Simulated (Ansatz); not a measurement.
**Be3N2 (P6_3/mmc): a band-gap study from LDA to G0W0 at the band limit**

Aim: a best estimate of the quasiparticle gap of Be3N2 (P6_3/mmc), with each correction and its cost laid out.

Main program and level: Ansatz 0.2.0; density functionals, hybrids, G0W0, plane waves, PAW.

This is a report of a sequence of runs, with most program output left out.

In doubt: masses and optical values from hybrid runs of this build are listed as unsure (step 10), which bears on the screening that GW takes from such a start.

## Step 1: The starting structure

It takes space group P6_3/mmc (No. 194, hexagonal). Conventional cell: a = 2.842 Å, b = 2.842 Å, c = 9.747 Å, α = 90.00°, β = 90.00°, γ = 120.00°. Nearest to Be lie 4 N at 1.67 to 1.81 Å. Nearest to Be lie 3 N at 1.64 Å. N has 6 Be at 1.81 Å nearest. Nearest to N lie 5 Be at 1.64 to 1.67 Å. Farther neighbours and most contacts between anions are not listed.

Coordinates:

```cif
data_structure
_symmetry_space_group_name_H-M 'P 1'
_symmetry_Int_Tables_number 1
_cell_length_a 2.8417
_cell_length_b 2.8417
_cell_length_c 9.7468
_cell_angle_alpha 90.000
_cell_angle_beta 90.000
_cell_angle_gamma 120.000
_cell_volume 68.16
loop_
_atom_site_label
_atom_site_type_symbol
_atom_site_fract_x
_atom_site_fract_y
_atom_site_fract_z
_atom_site_occupancy
Be1 Be 0.33333 0.66667 0.07849 1
Be2 Be 0.66667 0.33333 0.57849 1
Be3 Be 0.66667 0.33333 0.92151 1
Be4 Be 0.33333 0.66667 0.42151 1
Be5 Be 0.00000 0.00000 0.25000 1
Be6 Be 0.00000 0.00000 0.75000 1
N7 N 0.00000 0.00000 0.00000 1
N8 N 0.00000 0.00000 0.50000 1
N9 N 0.33333 0.66667 0.25000 1
N10 N 0.66667 0.33333 0.75000 1
```

The cell and positions are those that the Materials Project relaxed with its own functionals (PBE, PBE+U or r2SCAN), kept fixed.

## Step 2: LDA bands

The cheap functional maps the bands first; the places of the edges decide which points the dearer methods must see.

This step: DFT, LDA, plane waves, PAW; PAW set soft_1.

input.yaml

```yaml
crystal:
  lattice:
    - [2.8416792263, 0.0, 0.0]
    - [-1.4208396132, 2.4609663994, 0.0]
    - [0.0, 0.0, 9.74684101]
  atoms:
    - { symbol: Be, position: [0.33333333, 0.66666667, 0.07848597] }
    - { symbol: Be, position: [0.66666667, 0.33333333, 0.57848597] }
    - { symbol: Be, position: [0.66666667, 0.33333333, 0.92151403] }
    - { symbol: Be, position: [0.33333333, 0.66666667, 0.42151403] }
    - { symbol: Be, position: [0.0, 0.0, 0.25] }
    - { symbol: Be, position: [0.0, 0.0, 0.75] }
    - { symbol: "N", position: [0.0, 0.0, 0.0] }
    - { symbol: "N", position: [0.0, 0.0, 0.5] }
    - { symbol: "N", position: [0.33333333, 0.66666667, 0.25] }
    - { symbol: "N", position: [0.66666667, 0.33333333, 0.75] }
kpoints:
  mp_grid: { grid: [12, 12, 2] }
  band_path:
    path:
      - [[0.0, 0.0, 0.0], [0.5, 0.0, 0.0], [0.33333333, 0.33333333, 0.0], [0.0, 0.0, 0.0], [0.0, 0.0, 0.5], [0.5, 0.0, 0.5], [0.33333333, 0.33333333, 0.5], [0.0, 0.0, 0.5]]
      - [[0.5, 0.0, 0.5], [0.5, 0.0, 0.0]]
      - [[0.33333333, 0.33333333, 0.5], [0.33333333, 0.33333333, 0.0]]
    npoints: 10
hamiltonian:
  xc: lda
  pseudopotentials: { kind: paw, azcp: { folder: soft_1 }, xc_functional: pbe }
scf:
  occupations: { method: fermi_dirac, width: 0.02 }
  n_extra_bands: 7
output:
  eigenvalues: true
  forces: true
  stress: true
  write_density: true
  write_potential: true
  elf: true
  volumetric_format: npy
```

Started as:

```bash
$ ansatz run input.yaml --threads 3 --pin off --max-ram 92160MiB --backend cuda --events-out ev --progress --plain --runs-dir out --devices 1 --max-vram 13GiB
```

Wall time 6.8 s (1 × NVIDIA H100 80GB HBM3 (shared by 6 runs) with 3 threads of AMD EPYC 7R13 (Zen 3), shared host); peak memory 0.89 GiB; 3.6 s of CPU time.

Numbers from this step:

```yaml
pressure: -7.612 GPa
filled_bands: 16
gap: 3.261 eV
valence_top_at: Γ
conduction_bottom_at: M
least_direct_gap: 4.652 eV
```

The gap is indirect, with the least direct gap 1.39 eV higher. The pressure of -8 GPa says that this functional would shrink the cell; it is kept.

The electronic bands at the labelled points (eV, zero at the top of the highest nominally filled band):

```csv
point,band 13,band 14,band 15,band 16,band 17,band 18,band 19,band 20
Γ,-0.49,-0.39,0.00,0.00,6.22,7.14,7.71,8.24
halfway,-1.49,-1.46,-0.88,-0.73,5.88,6.70,7.56,7.73
M,-2.24,-2.05,-1.43,-1.41,3.26,5.06,7.24,7.43
halfway,-3.40,-2.34,-2.29,-0.81,4.11,6.45,6.90,7.57
K,-3.33,-3.09,-3.09,-0.57,5.20,6.17,6.17,8.07
halfway,-1.77,-1.67,-1.06,-1.01,5.97,7.55,7.74,8.00
Γ,-0.49,-0.39,0.00,0.00,6.22,7.14,7.71,8.24
halfway,-0.38,-0.38,-0.05,-0.05,6.44,7.08,7.77,8.33
A,-0.19,-0.19,-0.19,-0.19,6.84,6.84,8.03,8.03
halfway,-1.18,-1.18,-1.02,-1.02,6.25,6.25,7.57,7.57
L,-2.05,-2.05,-1.75,-1.75,4.42,4.42,6.90,6.90
halfway,-3.03,-3.03,-1.59,-1.59,5.26,5.26,7.48,7.48
H,-3.01,-3.01,-1.64,-1.64,5.93,5.93,6.61,6.61
halfway,-2.01,-2.01,-0.92,-0.92,6.68,6.68,7.61,7.61
A,-0.19,-0.19,-0.19,-0.19,6.84,6.84,8.03,8.03
jump to L,-2.05,-2.05,-1.75,-1.75,4.42,4.42,6.90,6.90
halfway,-2.10,-2.06,-1.68,-1.50,3.64,4.96,7.08,7.10
M,-2.24,-2.05,-1.43,-1.41,3.26,5.06,7.24,7.43
jump to H,-3.01,-3.01,-1.64,-1.64,5.93,5.93,6.61,6.61
halfway,-3.04,-3.04,-2.52,-0.89,5.61,6.04,6.04,7.75
K,-3.33,-3.09,-3.09,-0.57,5.20,6.17,6.17,8.07
```

ELF in the ac plane at fractional y = 0.000, with atoms of Be and N within 0.2 Å of it. It is the smooth field of the valence electrons, not physical close to the nuclei.

Ten even steps from '_' (0.00) to '@' (0.81), each cell a mean:
```
==**%%@@@@%%++----++%%@@@@%%**
@@@@@@%%##++--....--++##%%@@@@
++++==----::........::----==++
......::::--========--::::....
____..--**####%%%%####**--..__
______==%%@@@@%%@@@@@@%%==____
______==##%%%%%%%%%%%%##==____
____..--==++********++==--..__
----::::::::::::::::::::::::--
%%%%##**++--::....::--++**##%%
%%%%@@@@@@##==::::==##@@@@@@%%
..--##@@@@%%++----++%%@@@@##--
==**%%@@@@%%++----++%%@@@@%%**
@@@@@@%%##++--....--++##%%@@@@
++++====--::........::--====++
......::::--========--::::....
____..--**############**--..__
______==%%@@@@%%%%@@%%%%==____
______==##%%%%%%%%%%%%##==____
____..--==++********++==--..__
--::::::::::::::::::::::::::::
%%%%##**++--::....::--++**##%%
%%@@@@@@@@##==::::==##@@@@@@@@
..::##@@@@%%++----++%%@@@@##::
```
Columns run along a (2.8 Å), rows up along c (9.7 Å). Atoms in or near the plane, at fractional coordinates: Be at (0.00, 0.25), Be at (0.00, 0.75), N at (0.00, 0.00), N at (0.00, 0.50).

Electrostatic potential energy in the ac plane at fractional y = 0.000, with atoms of Be and N within 0.2 Å of it. With pseudopotentials it is smooth inside the atoms' cores, unlike the true potential.

Values in eV, 24 rows by 15 columns, each cell a mean:
```
-36 -34 -25  -9   4   7   6   5   5   6   7   5  -9 -25 -34
 -4  -2   3   7   7   6   4   3   3   5   6   7   7   3  -2
 10  10  10   9   9   7   6   5   5   6   7   9   9  10  10
  4   5   6   8   9   9   9   9   9   9   9   9   8   6   5
-17 -15  -8   1   6   9   9  10  10  10   8   6   1  -8 -15
-36 -32 -23 -10   2   7   8   8   8   9   7   2 -10 -23 -32
-29 -26 -18  -6   4   8   9   9   9   9   8   4  -6 -18 -26
 -5  -3   1   5   8   9  10  10  10  10   9   8   5   1  -3
  8   8   9   9   9   8   8   7   7   8   8   9   9   9   8
  7   7   9   9   8   7   5   4   4   5   7   8   9   9   7
-22 -19 -10   1   6   6   5   4   4   5   6   6   1 -10 -19
-39 -39 -33 -15   2   7   7   6   6   7   7   2 -15 -33 -39
-35 -34 -25  -9   4   7   6   5   5   6   7   4  -9 -25 -34
 -5  -3   2   7   7   6   5   3   3   5   6   7   7   2  -3
  9   9  10   9   9   7   6   5   5   6   7   9   9  10   9
  4   5   6   8   9   9   9   9   9   9   9   9   8   6   5
-17 -15  -8   1   6   8  10  10  10   9   8   6   1  -8 -15
-36 -32 -23 -10   2   7   9   8   8   8   7   2 -10 -23 -32
-29 -26 -18  -6   4   8   9   9   9   9   8   4  -6 -18 -26
 -4  -3   1   5   8   9  10  10  10  10   9   8   5   1  -3
  8   8   9   9   9   8   8   7   7   8   8   9   9   9   8
  8   8   9   9   8   7   5   4   4   5   7   8   9   9   8
-23 -19 -10   1   7   6   5   4   4   5   6   7   1 -10 -19
-38 -38 -34 -16   2   7   7   6   6   7   7   2 -16 -34 -38
```
Columns run along a (2.8 Å; values clipped at the 3rd and 97th percentile), rows up along c (9.7 Å). Atoms in or near the plane, at fractional coordinates: Be at (0.00, 0.25), Be at (0.00, 0.75), N at (0.00, 0.00), N at (0.00, 0.50).

## Step 3: r2SCAN

The meta-GGA depends on the orbitals through the kinetic-energy density, which usually opens the gap somewhat.

This step: DFT, r2SCAN, plane waves, PAW; PAW set soft_1.

input.yaml

```yaml
crystal:
  lattice:
    - [2.8416792263, 0.0, 0.0]
    - [-1.4208396132, 2.4609663994, 0.0]
    - [0.0, 0.0, 9.74684101]
  atoms:
    - { symbol: Be, position: [0.33333333, 0.66666667, 0.07848597] }
    - { symbol: Be, position: [0.66666667, 0.33333333, 0.57848597] }
    - { symbol: Be, position: [0.66666667, 0.33333333, 0.92151403] }
    - { symbol: Be, position: [0.33333333, 0.66666667, 0.42151403] }
    - { symbol: Be, position: [0.0, 0.0, 0.25] }
    - { symbol: Be, position: [0.0, 0.0, 0.75] }
    - { symbol: "N", position: [0.0, 0.0, 0.0] }
    - { symbol: "N", position: [0.0, 0.0, 0.5] }
    - { symbol: "N", position: [0.33333333, 0.66666667, 0.25] }
    - { symbol: "N", position: [0.66666667, 0.33333333, 0.75] }
kpoints:
  mp_grid: { grid: [12, 12, 2] }
  band_path:
    path:
      - [0.0, 0.0, 0.0]
      - [0.5, 0.0, 0.0]
      - [0.33333333, 0.33333333, 0.0]
      - [0.0, 0.0, 0.5]
      - [0.5, 0.0, 0.5]
      - [0.33333333, 0.33333333, 0.5]
      - [0.466666666, 0.066666666, 0.0]
    npoints: 1
hamiltonian:
  xc: r2scan
  pseudopotentials: { kind: paw, azcp: { folder: soft_1 } }
scf:
  occupations: { method: fixed }
  n_extra_bands: 7
output:
  eigenvalues: true
  forces: true
  stress: true
```

Run time: 6.8 s. Hardware: 1 × NVIDIA H100 80GB HBM3 (shared by 6 runs) with 3 threads; peak memory 1 GiB.

Numbers from this step:

```
pressure             : -1.360 GPa
gap                  : 3.997 eV
valence top at       : Γ
conduction bottom at : M
least direct gap     : 5.420 eV
```

The gap stands +0.74 eV against LDA.

## Step 4: HSE06

The screened hybrid is the usual rung above semilocal functionals: a quarter of exact exchange, cut off beyond a few ångström.

This step: DFT, HSE06, plane waves, PAW; PAW set soft_1.

Edit input.yaml of step 3 so:

```diff
@@ -17,3 +17,3 @@
 kpoints:
-  mp_grid: { grid: [12, 12, 2] }
+  mp_grid: { grid: [6, 6, 2] }
   band_path:
@@ -29,3 +29,3 @@
 hamiltonian:
-  xc: r2scan
+  xc: hse06
   pseudopotentials: { kind: paw, azcp: { folder: soft_1 } }
@@ -36,3 +36 @@
   eigenvalues: true
-  forces: true
-  stress: true
```

Wall time 25 s (1 × NVIDIA H100 80GB HBM3 (shared by 6 runs) with 3 threads); peak memory 1.3 GiB.

Numbers from this step:

```
gap                  : 4.626 eV
valence top at       : Γ
conduction bottom at : M
least direct gap     : 6.106 eV
```

The gap stands +1.37 eV against LDA.

## Step 5: PBE0

PBE0 keeps its quarter of exact exchange at all distances, which suits crystals with ε∞ near 4 best.

This step: DFT, PBE0, plane waves, PAW; PAW set soft_1.

Edit input.yaml of step 4 so:

```diff
@@ -29,3 +29,3 @@
 hamiltonian:
-  xc: hse06
+  xc: pbe0
   pseudopotentials: { kind: paw, azcp: { folder: soft_1 } }
```

The job ended after 20 s (1 × NVIDIA H100 80GB HBM3 (shared by 6 runs) with 3 threads; peak memory 1.2 GiB).

Numbers from this step:

```
gap                  : 5.366 eV
valence top at       : Γ
conduction bottom at : M
least direct gap     : 6.847 eV
```

The gap stands +2.10 eV against LDA.

## Step 6: Dielectric tensor

The response to a uniform field gives ε∞, a yardstick for the screening that GW builds on its mesh.

This step: dielectric response by perturbation theory, LDA, plane waves, PAW; PAW set soft_1.

Edit input.yaml of step 5 so:

```diff
@@ -17,20 +17,8 @@
 kpoints:
-  mp_grid: { grid: [6, 6, 2] }
-  band_path:
-    path:
-      - [0.0, 0.0, 0.0]
-      - [0.5, 0.0, 0.0]
-      - [0.33333333, 0.33333333, 0.0]
-      - [0.0, 0.0, 0.5]
-      - [0.5, 0.0, 0.5]
-      - [0.33333333, 0.33333333, 0.5]
-      - [0.466666666, 0.066666666, 0.0]
-    npoints: 1
+  mp_grid: { grid: [9, 9, 2] }
 hamiltonian:
-  xc: pbe0
-  pseudopotentials: { kind: paw, azcp: { folder: soft_1 } }
+  xc: lda
+  pseudopotentials: { kind: paw, azcp: { folder: soft_1 }, xc_functional: pbe }
 scf:
   occupations: { method: fixed }
-  n_extra_bands: 7
-output:
-  eigenvalues: true
+dielectric: {}
```

The job ended after 32 s (1 × NVIDIA H100 80GB HBM3 (shared by 6 runs) with 3 threads; peak memory 2 GiB; 46 s of CPU time).

This step gave:

```
stated error of ε∞ : 0.017
```

One over ε∞ averages 0.21, somewhat under the quarter of exact exchange in PBE0.

High-frequency dielectric tensor:

```
4.49 0.00 0.00
0.00 4.49 0.00
0.00 0.00 5.43
```

## Step 7: G0W0, 6×6×2 mesh, 61 empty bands, screening to 54 eV, PAW set soft_1 files

G0W0 replaces the xc potential by the self-energy, built once from these orbitals. Only a window of levels is corrected, while the sums run over the empty bands that the input names. This step takes PAW set soft_1 files.

This step: G0W0 on LDA, plane waves, PAW; PAW set soft_1.

Edit input.yaml of step 6 so:

```diff
@@ -17,3 +17,3 @@
 kpoints:
-  mp_grid: { grid: [9, 9, 2] }
+  mp_grid: { grid: [6, 6, 2] }
 hamiltonian:
@@ -23,2 +23,7 @@
   occupations: { method: fixed }
-dielectric: {}
+gw:
+  n_empty_bands: 61
+  ecut_chi: 54
+  qp_bands: [v3, c3]
+  qp_kpoints: band_edges
+  screening: { model: contour_deformation }
```

Wall time 7.1 s (1 × NVIDIA H100 80GB HBM3 (shared by 6 runs) with 3 threads); peak memory 1 GiB.

Numbers from this step:

```
bands summed                                 : 77
RPA ε∞ on this mesh (eigenvalues)            : 4.458, 4.458, 5.419
plane waves in the screening matrix          : 65
G0W0 gap on the mesh                         : 4.424 eV
k of the valence top                         : 0, 0, 0
k of the conduction bottom                   : 0, -0.5, 0
starting gap on the mesh                     : 3.261 eV
least direct G0W0 gap on the computed points : 6.026 eV
```

The gap on the mesh goes from 3.26 eV to 4.42 eV, a correction of +1.16 eV. Between the two edge states, bare exchange in place of the xc potential would open the gap by 8.69 eV, and correlation takes back 7.53 eV.

## Step 8: G0W0, 6×6×2 mesh, 173 empty bands, screening to 108 eV, PAW set soft_1 files

Another rung: the empty bands reach about as high as the screening cutoff, so the two stay in balance.

Edit input.yaml of step 7 so:

```diff
@@ -24,4 +24,4 @@
 gw:
-  n_empty_bands: 61
-  ecut_chi: 54
+  n_empty_bands: 173
+  ecut_chi: 108
   qp_bands: [v3, c3]
```

Run time: 7.7 s. Hardware: 1 × NVIDIA H100 80GB HBM3 (shared by 6 runs) with 3 threads; peak memory 1.1 GiB.

This step gave:

* bands summed: 189
* RPA ε∞ on this mesh (eigenvalues): 4.356, 4.356, 5.304
* plane waves in the screening matrix: 191
* G0W0 gap on the mesh: 4.677 eV
* k of the valence top: 0, 0, 0
* k of the conduction bottom: 0, -0.5, 0
* starting gap on the mesh: 3.261 eV
* least direct G0W0 gap on the computed points: 6.206 eV

Against the run with 6×6×2 mesh, 61 empty bands, screening to 54 eV, PAW set soft_1 files, the gap moves by +0.25 eV.

## Step 9: G0W0, 6×6×2 mesh, 373 empty bands, screening to 180 eV, PAW set soft_1 files

Edit input.yaml of step 8 so:

```diff
@@ -24,4 +24,4 @@
 gw:
-  n_empty_bands: 173
-  ecut_chi: 108
+  n_empty_bands: 373
+  ecut_chi: 180.0
   qp_bands: [v3, c3]
```

Elapsed: 24 s, on 1 × NVIDIA H100 80GB HBM3 (shared by 6 runs) with 3 threads; peak memory 1.5 GiB.

This step gave:

```yaml
bands_summed: 389
rpa_eps_infinity_on_this_mesh_eigenvalues: 4.349, 4.349, 5.293
plane_waves_in_the_screening_matrix: 363
q_points_in_the_mesh: 72
g0w0_gap_on_the_mesh: 4.879 eV
k_of_the_valence_top: 0, 0, 0
k_of_the_conduction_bottom: 0, -0.5, 0
starting_gap_on_the_mesh: 3.261 eV
z_at_the_valence_top: 0.7951
z_at_the_conduction_bottom: 0.8355
least_direct_g0w0_gap_on_the_computed_points: 6.352 eV
```

Against the run with 6×6×2 mesh, 173 empty bands, screening to 108 eV, PAW set soft_1 files, the gap moves by +0.20 eV.

Limits: finite bands, cutoff and mesh. v1 is the top filled band, c1 the lowest empty one. The levels before and after the correction (eV, zero at the valence-band top of each column):

```csv
,conduction bottom,valence top
Kohn-Sham,3.26,0.00
G0W0,4.88,0.00
```

```csv
,level,occupation,energy (eV)
Kohn-Sham,Γ v3,2,-0.392
Kohn-Sham,Γ v2-v1,2,0.000
Kohn-Sham,Γ c1,0,6.219
Kohn-Sham,Γ c2,0,7.144
Kohn-Sham,Γ c3,0,7.707
Kohn-Sham,(0 -0.5 0) v3,2,-2.053
Kohn-Sham,(0 -0.5 0) v2,2,-1.429
Kohn-Sham,(0 -0.5 0) v1,2,-1.405
Kohn-Sham,(0 -0.5 0) c1,0,3.261
Kohn-Sham,(0 -0.5 0) c2,0,5.063
Kohn-Sham,(0 -0.5 0) c3,0,7.243
G0W0,Γ v3,2,-0.340
G0W0,Γ v2-v1,2,0.000
G0W0,Γ c1,0,7.870
G0W0,Γ c2,0,8.958
G0W0,Γ c3,0,9.588
G0W0,(0 -0.5 0) v3,2,-2.132
G0W0,(0 -0.5 0) v2,2,-1.473
G0W0,(0 -0.5 0) v1,2,-1.514
G0W0,(0 -0.5 0) c1,0,4.879
G0W0,(0 -0.5 0) c2,0,6.733
G0W0,(0 -0.5 0) c3,0,9.064
```

How the two edges are built up, in eV (the quasiparticle level is the starting level plus Σx plus Σc less Vxc):

```csv
run,edge,start,Σx,Σc,Vxc,Z,QP
77 bands,valence top,7.68,-22.22,3.75,-18.50,0.81,7.71
77 bands,conduction bottom,10.94,-6.91,-3.77,-11.88,0.84,12.14
189 bands,valence top,7.68,-22.22,3.21,-18.50,0.80,7.17
189 bands,conduction bottom,10.94,-6.91,-4.06,-11.88,0.84,11.85
389 bands,valence top,7.68,-22.22,2.89,-18.50,0.80,6.84
389 bands,conduction bottom,10.94,-6.91,-4.18,-11.88,0.84,11.72
```

## Step 10: G0W0@HSE06, 6×6×2 mesh, 173 empty bands, screening to 108 eV, PAW set soft_1 files

The same correction from a different start measures what one shot leaves open. Bands and cutoff differ from the step before, so it is read against an earlier run that matches them.

This step: G0W0 on HSE06, plane waves, PAW; PAW set soft_1.

Edit input.yaml of step 9 so:

```diff
@@ -19,4 +19,4 @@
 hamiltonian:
-  xc: lda
-  pseudopotentials: { kind: paw, azcp: { folder: soft_1 }, xc_functional: pbe }
+  xc: hse06
+  pseudopotentials: { kind: paw, azcp: { folder: soft_1 } }
 scf:
@@ -24,4 +24,4 @@
 gw:
-  n_empty_bands: 373
-  ecut_chi: 180.0
+  n_empty_bands: 173
+  ecut_chi: 108
   qp_bands: [v3, c3]
```

Run time: 26 s. Hardware: 1 × NVIDIA H100 80GB HBM3 (shared by 6 runs) with 3 threads; peak memory 1.5 GiB.

Numbers from this step:

```yaml
bands_summed: 189
rpa_eps_infinity_on_this_mesh_eigenvalues: 3.727, 3.727, 4.302
plane_waves_in_the_screening_matrix: 191
g0w0_gap_on_the_mesh: 5.205 eV
k_of_the_valence_top: 0, 0, 0
k_of_the_conduction_bottom: 0, -0.5, 0
starting_gap_on_the_mesh: 4.626 eV
least_direct_g0w0_gap_on_the_computed_points: 6.774 eV
```

Against the run with 6×6×2 mesh, 173 empty bands, screening to 108 eV, PAW set soft_1 files on LDA, the gap moves by +0.53 eV, while the start moved by +1.37 eV.

(Continued in part 2 of 2.)

[Paths, hosts, dates, memory and timing lines, banners, echoed tables and standing remarks are left out of the program output.]

[Logs are printed without paths, hosts, clocks, repeated set-up lines and the standing remarks that a program may print on its own settings, such as how far it seeks lower states.]

[Runs of the session that timed out or met a known fault of the program may be left out.]

[Cells called generated may have been cut or substituted from an entry of the Crystallography Open Database or the Materials Project.]

[Hosts, paths, dates, database ids (printed as entryN), source tags and the programs' standing remarks are cut or masked in the printed files.]
